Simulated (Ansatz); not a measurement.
# TlSbS3 (model cell, started as cubic perovskite with Sb in the octahedra): following an unstable mode

Which phase does TlSbS3 (model cell, started as cubic perovskite with Sb in the octahedra) fall into along its unstable mode, and how much energy does it gain?

Method: DFT LDA, scalar-relativistic, plane waves, PAW; PAW set soft_1, in Ansatz 0.2.0.

Report form: the programs' logs are mostly left out.

The structure was built from a prototype and need not be the compound's stable phase.

**1. The starting structure**

It takes space group Pm-3m (No. 221, cubic). Conventional cell: a = 4.956 Å, b = 4.956 Å, c = 4.956 Å, α = 90.00°, β = 90.00°, γ = 90.00°. Nearest to Tl lie 12 S at 3.50 Å. Sb has 6 S at 2.48 Å nearest. S has 2 Sb at 2.48 Å nearest. Farther neighbours and most contacts between anions are not listed.

**2. Response at finite wavevector**

The cell comes from relaxations at this level that are not shown. Stability and thermal properties need the whole zone. Linear response on a 2×2×2 q mesh gives force constants as far as a supercell of that size would.

Contents of input.yaml:

```yaml
crystal:
  lattice:
    - [4.9559718062, 0.0, 0.0]
    - [0.0, 4.9559718062, 0.0]
    - [0.0, 0.0, 4.9559718062]
  atoms:
    - { symbol: Tl, position: [0.0, 0.0, 0.0] }
    - { symbol: Sb, position: [0.5, 0.5, 0.5] }
    - { symbol: S, position: [0.5, 0.5, 0.0] }
    - { symbol: S, position: [0.5, 0.0, 0.5] }
    - { symbol: S, position: [0.0, 0.5, 0.5] }
kpoints:
  mp_grid: { grid: [8, 8, 8] }
hamiltonian:
  xc: lda
  pseudopotentials: { kind: paw, azcp: { folder: soft_1 }, xc_functional: pbe }
scf:
  occupations: { method: methfessel_paxton, width: 0.2 }
output:
  eigenvalues: true
phonons:
  method: dfpt
  qmesh: [2, 2, 2]
  temperatures: { t_max: 1000, t_step: 50 }
  qpath:
    path:
      - [[0.0, 0.0, 0.0], [0.0, 0.5, 0.0], [0.5, 0.5, 0.0], [0.0, 0.0, 0.0], [0.5, 0.5, 0.5], [0.0, 0.5, 0.0]]
      - [[0.5, 0.5, 0.5], [0.5, 0.5, 0.0]]
    npoints: 10
```

Launch:

```bash
$ ansatz run input.yaml --threads 4 --pin off --max-ram 16384MiB --backend cpu --events-out ev --progress --plain --runs-dir out
```

Elapsed: 4.2 min, on 4 threads of Arm Neoverse V1, shared host; peak memory 1.3 GiB.

This step gave:

```
volume per atom                                         : 24.35 Å³
gap on the k-mesh                                       : 0 eV
sum-rule residual before enforcement                    : 2.88e-5 eV/Å²
lowest frequency on the path                            : -143.2 cm⁻¹
point group                                             : m-3m
highest frequency on the path or at a solved wavevector : 352.4 cm⁻¹
highest optical mode at the zone centre (no LO-TO term) : 252.2 cm⁻¹
lowest optical zone-centre mode                         : -122.6 cm⁻¹
lowest mode on the q mesh (acoustic modes at Γ apart)   : -143.2 cm⁻¹
```

Frequencies (cm⁻¹) solved at each irreducible wavevector; negative means imaginary. Frequencies by wavevector, by row:

```csv
q in reciprocal lattice units,star,mode 1,mode 2,mode 3,mode 4,mode 13,mode 14,mode 15
0 0 0,1,-122.6,-122.6,-122.6,-98.7,252.2,252.2,252.2
0 0 -0.5,3,-126.5,-123.5,-115.2,-115.2,272.7,272.7,285.4
0 -0.5 -0.5,3,-143.2,-143.2,-111.6,-99.2,273.2,290.5,313.7
-0.5 -0.5 -0.5,1,-141.1,-141.1,-141.1,-102.3,269.4,269.4,352.4
```

Interpolated from a 2×2×2 q mesh. The phonon branches at the labelled points (cm⁻¹):

```
    point  branch 1  branch 2  branch 3  branch 4  branch 12  branch 13  branch 14  branch 15
        Γ      -123      -123      -123       -99          0        252        252        252
  halfway      -122      -119      -119      -114        114        262        262        269
        X      -126      -124      -115      -115        162        273        273        285
  halfway      -134      -124      -118      -108        165        272        282        301
        M      -143      -143      -112       -99        168        273        290        314
  halfway      -124      -122      -116      -113        119        267        272        286
        Γ      -123      -123      -123       -99          0        252        252        252
  halfway      -121      -119      -119      -113        123        271        271        307
        R      -141      -141      -141      -102        174        269        269        352
  halfway      -128      -126      -126      -110        168        273        276        322
        X      -126      -124      -115      -115        162        273        273        285
jump to R      -141      -141      -141      -102        174        269        269        352
  halfway      -139      -139      -120      -107        171        271        277        337
        M      -143      -143      -112       -99        168        273        290        314
```

Symmetry leaves 4 wavevectors to solve. The lowest mode among them, the acoustic zeros apart, lies at q = (0, -0.5, -0.5) and is imaginary, 143.2i cm⁻¹, so the energy falls along it.

**3. The mode frozen in, largest atomic shift 0 Å**

The mode followed lies at q = (-0.5, -0.5, -0.5) with frequency 141.1i cm⁻¹ and is 3-fold degenerate, one of the unstable modes though not the softest. At small amplitude the distorted cell has space group no. 166 by a symmetry search on the positions. The undistorted cell that holds it gives the zero of energy on the same k mesh.

System of this step: TlSbS3 (model cell, started as cubic perovskite with Sb in the octahedra). Symmetry: Pm-3m, No. 221, cubic system. Conventional cell: a = 4.956 Å, b = 4.956 Å, c = 4.956 Å, α = 90.00°, β = 90.00°, γ = 90.00°. Nearest to Tl lie 12 S at 3.50 Å. Nearest to Sb lie 6 S at 2.48 Å. Nearest to S lie 2 Sb at 2.48 Å. Farther neighbours and most contacts between anions are not listed.

input.yaml, the sections that differ from step 2:

```yaml
crystal:
  lattice:
    - [4.9559718062, 4.9559718062, 0.0]
    - [4.9559718062, 0.0, 4.9559718062]
    - [4.9559718062, 0.0, -4.9559718062]
  atoms:
    - { symbol: Tl, position: [0.0, 0.5, 0.5] }
    - { symbol: Tl, position: [0.0, 0.0, 0.0] }
    - { symbol: Sb, position: [0.5, 0.25, 0.75] }
    - { symbol: Sb, position: [0.5, 0.75, 0.25] }
    - { symbol: S, position: [0.5, 0.0, 1.0] }
    - { symbol: S, position: [0.5, 0.5, 0.5] }
    - { symbol: S, position: [0.0, 0.5, 0.0] }
    - { symbol: S, position: [0.0, 0.0, 0.5] }
    - { symbol: S, position: [0.5, 0.0, 0.5] }
    - { symbol: S, position: [0.5, 0.5, 0.0] }
output:
  forces: true
  stress: true
  eigenvalues: true
# kpoints, hamiltonian, scf: as in step 2
# phonons: removed
```

Elapsed: 6.4 s, on 4 threads; peak memory 0.76 GiB; 24 s of CPU time.

Numbers from this step:

```yaml
pressure: -0.09068 GPa
energy_from_the_undistorted_cell: 0 meV/atom
```

The run ends at a pressure of -0.09 GPa.

**4. The mode frozen in, largest atomic shift 0.32 Å**

The atoms are moved along the unstable eigenvector, the largest shift by 0.32 Å, with the cell fixed.

input.yaml, the sections that differ from step 3:

```yaml
crystal:
  lattice:
    - [4.9559718062, 4.9559718062, 0.0]
    - [4.9559718062, 0.0, 4.9559718062]
    - [4.9559718062, 0.0, -4.9559718062]
  atoms:
    - { symbol: Tl, position: [0.0030254442, 0.4984872779, 0.4954618338] }
    - { symbol: Tl, position: [-0.0030254442, 0.0015127221, 0.0045381662] }
    - { symbol: Sb, position: [0.5, 0.25, 0.75] }
    - { symbol: Sb, position: [0.5, 0.75, 0.25] }
    - { symbol: S, position: [0.4543431281, 0.0456568719, 1.0456568719] }
    - { symbol: S, position: [0.5456568719, 0.4543431281, 0.4543431281] }
    - { symbol: S, position: [0.0, 0.5, 0.0456568719] }
    - { symbol: S, position: [0.0, 0.0, 0.4543431281] }
    - { symbol: S, position: [0.5456568719, 0.0, 0.4543431281] }
    - { symbol: S, position: [0.4543431281, 0.5, 0.0456568719] }
# kpoints, hamiltonian, scf, output: as in step 3
```

Wall time 15 s (4 threads); peak memory 0.99 GiB; 60 s of CPU time.

This step gave:

```yaml
pressure: 0.6208 GPa
energy_from_the_undistorted_cell: -31.55 meV/atom
```

The energy, extrapolated to zero smearing, is -31.55 meV/atom against the undistorted cell.

The run ends at a pressure of 0.62 GPa, with forces up to 0.20 eV/Å.

**5. Energy along the mode, all amplitudes (two of the runs are shown above)**

An imaginary frequency means negative curvature, so the energy should fall and then rise again as anharmonic terms take over.

This step gave:

* depth at the lowest point sampled: 31.55 meV/atom
* largest atomic shift at that point: 0.32 Å

Energy from the parent against largest atomic shift:

```
largest atomic shift (Å)  energy from the parent (meV/atom)
                   0.000                                  0
                   0.040                             -0.964
                   0.080                              -3.78
                   0.140                              -10.7
                   0.220                              -21.6
                   0.320                              -31.6
                   0.450                              -25.0
                   0.600                               31.9
```

Displacement at unit largest shift by atom:

```csv
atom,x (Å),y (Å),z (Å),size
Tl1,-0.047,0.047,0.047,0.081
Tl2,0.047,-0.047,-0.047,0.081
Sb3,0.000,0.000,0.000,0.000
Sb4,0.000,0.000,0.000,0.000
S5,0.707,-0.707,0.000,1.000
S6,-0.707,0.707,0.000,1.000
S7,0.707,0.000,-0.707,1.000
S8,-0.707,0.000,0.707,1.000
S9,0.000,0.707,0.707,1.000
S10,0.000,-0.707,-0.707,1.000
```

The lowest of the steps tried is at 0.32 Å, 31.6 meV/atom below the parent; the bottom of the well need not coincide with a step.

**6. Relaxation from the frozen mode**

Starting from the lowest point found, all atoms and the cell are let go, so that strain and other modes of the same symmetry can join in.

input.yaml: that of step 4 with these lines changed.

```diff
@@ -27 +27,6 @@
   eigenvalues: true
+relax:
+  adjacent_minimum: "off"
+  f_tol: 0.002
+  max_steps: 120
+  cell: { stress_tol: 0.03 }
```

Wall time 2.3 min (4 threads); peak memory 1 GiB; 9 min of CPU time.

The steps of the relaxation:

```csv
step,energy less that of the first step (eV),largest force component (eV/Å),pressure (GPa),volume (Å³)
1,0.0000,0.1131,0.62,243.45
2,-0.0392,0.0928,-0.02,247.13
3,-0.0120,0.1844,1.24,247.03
4,-0.0647,0.0308,-0.08,249.12
5,-0.0667,0.0179,0.06,249.16
6,-0.0672,0.0050,0.00,249.54
7,-0.0672,0.0155,0.00,249.52
8,-0.0673,0.0002,0.00,249.51
9*,-0.0685,0.0001,0.00,249.51
```

Relaxation steps marked * repeat the geometry before them on a plane-wave basis chosen anew for their cell, so energy and pressure can jump there. Relaxation steps 3, 7 were tried and not accepted.

Forces are held to the 12 operations that the run works with; a distortion that breaks them can't arise in this run.

| conventional cell, symmetrised | before | after | change |
| --- | --- | --- | --- |
| a (Å) | 7.009 | 6.988 | -0.3 % |
| b (Å) | 7.009 | 6.988 | -0.3 % |
| c (Å) | 17.168 | 17.700 | +3.1 % |
| volume (Å³/atom) | 24.35 | 24.95 | +2.5 % |

The atoms that moved most (Å, as changes of fractional coordinates times the final cell):

| atom | dx | dy | dz | length |
| --- | --- | --- | --- | --- |
| Tl1 | -0.124 | 0.124 | 0.124 | 0.215 |
| Tl2 | 0.124 | -0.124 | -0.124 | 0.215 |
| S6 | -0.011 | 0.011 | -0.001 | 0.015 |
| S8 | -0.011 | -0.001 | 0.011 | 0.015 |
| S10 | -0.001 | -0.011 | -0.011 | 0.015 |
| S7 | 0.011 | 0.001 | -0.011 | 0.015 |
| S5 | 0.011 | -0.011 | 0.001 | 0.015 |
| S9 | 0.001 | 0.011 | 0.011 | 0.015 |

This step gave:

| Quantity | Value |
| --- | --- |
| pressure | 0.002806 GPa |
| volume per atom | 24.95 Å³ |

The distorted start has space group R-3m; the relaxation ends in R-3m.

**7. The new phase in its own primitive cell**

The relaxed structure is symmetrised, reduced to its primitive cell and relaxed tightly, as its phonons need.

Contents of input.yaml:

```yaml
crystal:
  lattice:
    - [3.4940556425, 2.0172939658, 5.899877767]
    - [-3.4940556425, 2.0172939658, 5.899877767]
    - [0.0, -4.0345879315, 5.899877767]
  atoms:
    - { symbol: Tl, position: [0.2636587021, 0.2636587021, 0.2636587021] }
    - { symbol: Tl, position: [0.7363412979, 0.7363412979, 0.7363412979] }
    - { symbol: Sb, position: [0.5, 0.5, 0.5] }
    - { symbol: Sb, position: [0.0, 0.0, 0.0] }
    - { symbol: S, position: [0.2500927118, 0.702144744, 0.2500927118] }
    - { symbol: S, position: [0.7499072882, 0.297855256, 0.7499072882] }
    - { symbol: S, position: [0.2500927118, 0.2500927118, 0.702144744] }
    - { symbol: S, position: [0.7499072882, 0.7499072882, 0.297855256] }
    - { symbol: S, position: [0.297855256, 0.7499072882, 0.7499072882] }
    - { symbol: S, position: [0.702144744, 0.2500927118, 0.2500927118] }
kpoints:
  mp_grid: { grid: [6, 6, 6] }
hamiltonian:
  xc: lda
  pseudopotentials: { kind: paw, azcp: { folder: soft_1 }, xc_functional: pbe }
scf:
  occupations: { method: methfessel_paxton, width: 0.2 }
output:
  forces: true
  stress: true
  eigenvalues: true
relax:
  adjacent_minimum: "off"
  f_tol: 0.001
  max_steps: 60
  cell: { stress_tol: 0.01 }
```

Wall time 37 s (4 threads); peak memory 0.82 GiB; 2.4 min of CPU time.

The steps of the relaxation:

```csv
step,energy less that of the first step (eV),largest force component (eV/Å),pressure (GPa),volume (Å³)
1,0.0000,0.0111,-0.07,249.51
2,-0.0005,0.0051,0.00,249.28
3,-0.0005,0.0047,-0.02,249.42
4,-0.0005,0.0009,0.01,249.34
5*,-0.0005,0.0009,0.00,249.34
```

Relaxation steps marked * repeat the geometry before them on a plane-wave basis chosen anew for their cell, so energy and pressure can jump there.

Forces are held to the 12 operations that the run works with; a distortion that breaks them can't arise in this run.

```
conventional cell, symmetrised  before   after  change
                         a (Å)   6.988   6.975  -0.2 %
                         b (Å)   6.988   6.975  -0.2 %
                         c (Å)  17.700  17.752  +0.3 %
              volume (Å³/atom)   24.95   24.93  -0.1 %
```

The atoms that moved most (Å, as changes of fractional coordinates times the final cell):

```csv
atom,dx,dy,dz,length
Tl2,0.000,0.000,-0.013,0.013
Tl1,0.000,0.000,0.013,0.013
```

Numbers from this step:

| Property | Result |
| --- | --- |
| pressure | 0.004996 GPa |
| volume per atom | 24.93 Å³ |

The largest force component left is 0.87 meV/Å and the pressure is 0.005 GPa, within the tolerances set. The cell now holds 24.93 Å³/atom.

**8. Modes of the new phase, k-mesh 6×6×6**

A relaxed structure may still be a saddle point, so its zone-centre modes are computed. No field response is asked, since the mesh shows no gap.

Contents of input.yaml:

```yaml
crystal:
  lattice:
    - [3.4876406383, 2.0135902613, 5.9174308095]
    - [-3.4876406383, 2.0135902613, 5.9174308095]
    - [0.0, -4.0271805226, 5.9174308096]
  atoms:
    - { symbol: Tl, position: [0.2643658901, 0.2643658901, 0.2643658901] }
    - { symbol: Tl, position: [0.7356341099, 0.7356341099, 0.7356341099] }
    - { symbol: Sb, position: [0.5, 0.5, 0.5] }
    - { symbol: Sb, position: [0.0, 0.0, 0.0] }
    - { symbol: S, position: [0.2500694055, 0.7024560103, 0.2500694055] }
    - { symbol: S, position: [0.7499305945, 0.2975439897, 0.7499305945] }
    - { symbol: S, position: [0.2500694055, 0.2500694055, 0.7024560103] }
    - { symbol: S, position: [0.7499305945, 0.7499305945, 0.2975439897] }
    - { symbol: S, position: [0.2975439897, 0.7499305945, 0.7499305945] }
    - { symbol: S, position: [0.7024560103, 0.2500694055, 0.2500694055] }
kpoints:
  mp_grid: { grid: [6, 6, 6] }
hamiltonian:
  xc: lda
  pseudopotentials: { kind: paw, azcp: { folder: soft_1 }, xc_functional: pbe }
scf:
  occupations: { method: methfessel_paxton, width: 0.2 }
output:
  eigenvalues: true
phonons:
  method: dfpt
```

Wall time 8.1 min (4 threads); peak memory 4.4 GiB; 32 min of CPU time.

Numbers from this step:

| Quantity | Value |
| --- | --- |
| sum-rule residual before enforcement | 7.71e-5 eV/Å² |
| point group | -3m |
| highest optical mode at the zone centre (no LO-TO term) | 340.9 cm⁻¹ |
| lowest optical zone-centre mode | -92.73 cm⁻¹ |

Patterns of degenerate modes are one choice out of their space. The modes at Γ (shares of kinetic energy by element, %) (negative means imaginary):

```
mode  frequency (cm⁻¹)  symmetry  Tl %  Sb %  S %
   1             -92.7       A2g     0     0  100
   2             -71.6        Eu     2    17   81
   3             -71.6        Eu     2    17   81
   4             -49.9        Eg     2     0   98
   5             -49.9        Eg     2     0   98
   6             -45.6       A1u     0     0  100
   7               0.0  acoustic    48    29   23
   8               0.0  acoustic    48    29   23
   9               0.0  acoustic    48    29   23
  10              15.8        Eu    48    40   13
  11              15.8        Eu    48    40   13
  12              18.8        Eg    96     0    4
  13              18.8        Eg    96     0    4
  14              36.2       A2u    38    55    7
  15              44.4       A1g    97     0    3
  16             111.3        Eg     2     0   98
  17             111.3        Eg     2     0   98
  18             120.3       A2u    14    11   75
  19             123.1        Eu     2     9   89
  20             123.1        Eu     2     9   89
  21             160.2       A1g     3     0   97
  22             165.0       A2u     0    90   10
  23             168.9        Eu     0    86   14
  24             168.9        Eu     0    86   14
  25             228.7        Eu     0    20   80
  26             228.7        Eu     0    20   80
  27             259.6       A2u     0    15   85
  28             267.1        Eg     0     0  100
  29             267.1        Eg     0     0  100
  30             340.9       A1g     0     0  100
```

Displacements in mode 1 (-92.7 cm⁻¹), the largest set to 1:
```
Tl1  0.00  0.00  0.00
Tl2  0.00  0.00  0.00
Sb3  0.00  0.00  0.00
Sb4  0.00  0.00  0.00
S5  -0.50 -0.87  0.00
S6   0.50  0.87  0.00
S7   1.00  0.00  0.00
S8  -1.00  0.00  0.00
S9   0.50 -0.87  0.00
S10 -0.50  0.87  0.00
```

Displacements in mode 5 (-49.9 cm⁻¹), the largest set to 1:
```
Tl1  0.07  0.03  0.00
Tl2 -0.07 -0.03  0.00
Sb3  0.00  0.00  0.00
Sb4  0.00  0.00  0.00
S5   0.49  0.76 -0.06
S6  -0.49 -0.76  0.06
S7   1.00  0.03 -0.04
S8  -1.00 -0.03  0.04
S9  -0.12  0.05 -0.10
S10  0.12 -0.05  0.10
```

Before it was imposed, the acoustic sum rule was missed by 7.7e-5 eV/Å². Small misses are needed for a sound result but don't prove that mesh and cutoff are converged. The lowest optical mode is imaginary, 92.7i cm⁻¹, so the energy falls along it.

**9. Outcome**

| Item | Value |
| --- | --- |
| unstable mode of the parent | q = (-0.5, -0.5, -0.5), 141i cm⁻¹ |
| depth at the lowest point sampled | 31.6 meV/atom |
| largest atomic shift at that point | 0.32 Å |
| space group reached (within 0.01 Å) | R-3m |
| energy gained over the parent (first relaxation, on the mesh of the frozen mode) | 38.3 meV/atom |
| volume per atom, phase reached | 24.9 Å³ |
| lowest optical zone-centre mode, phase reached | -92.7 cm⁻¹ |
| highest optical mode at the zone centre (no LO-TO term), phase reached | 341 cm⁻¹ |

In words: Along this mode the structure falls into R-3m, 38.3 meV/atom below the parent. At the parent's cell the well is 31.55 meV/atom deep on the steps tried, with its lowest point at a shift of 0.32 Å. Relaxing atoms and cell changes the gain by +6.78 meV/atom against the lowest step (energies at zero smearing). The new phase still has an imaginary mode at the zone centre of its cell, so it is a saddle point on the way to a lower structure. Of the 6 patterns followed to their end from this parent, this one ends 129 meV/atom above the lowest, Imma. Each path keeps the symmetry of its pattern, so a lower phase may lie along a pattern not tried. With no gap, or one that is small against the smearing, the frequencies hang on the k mesh and the smearing, most of all near Kohn anomalies. A semilocal functional can close a gap that the real compound would have, so the metallic treatment may be an artefact of the level. Spin-orbit coupling is left out, which can matter for the heavy elements here. The PAW files were made for PBE and serve the other functionals too. The starting cell was built on a prototype and not taken from a measurement, so the phase need not exist.

[Logs are printed without paths, hosts, clocks, repeated set-up lines and the standing remarks that a program may print on its own settings, such as how far it seeks lower states.]

[Hosts, paths, dates, database ids (printed as entryN), source tags and the programs' standing remarks are cut or masked in the printed files.]
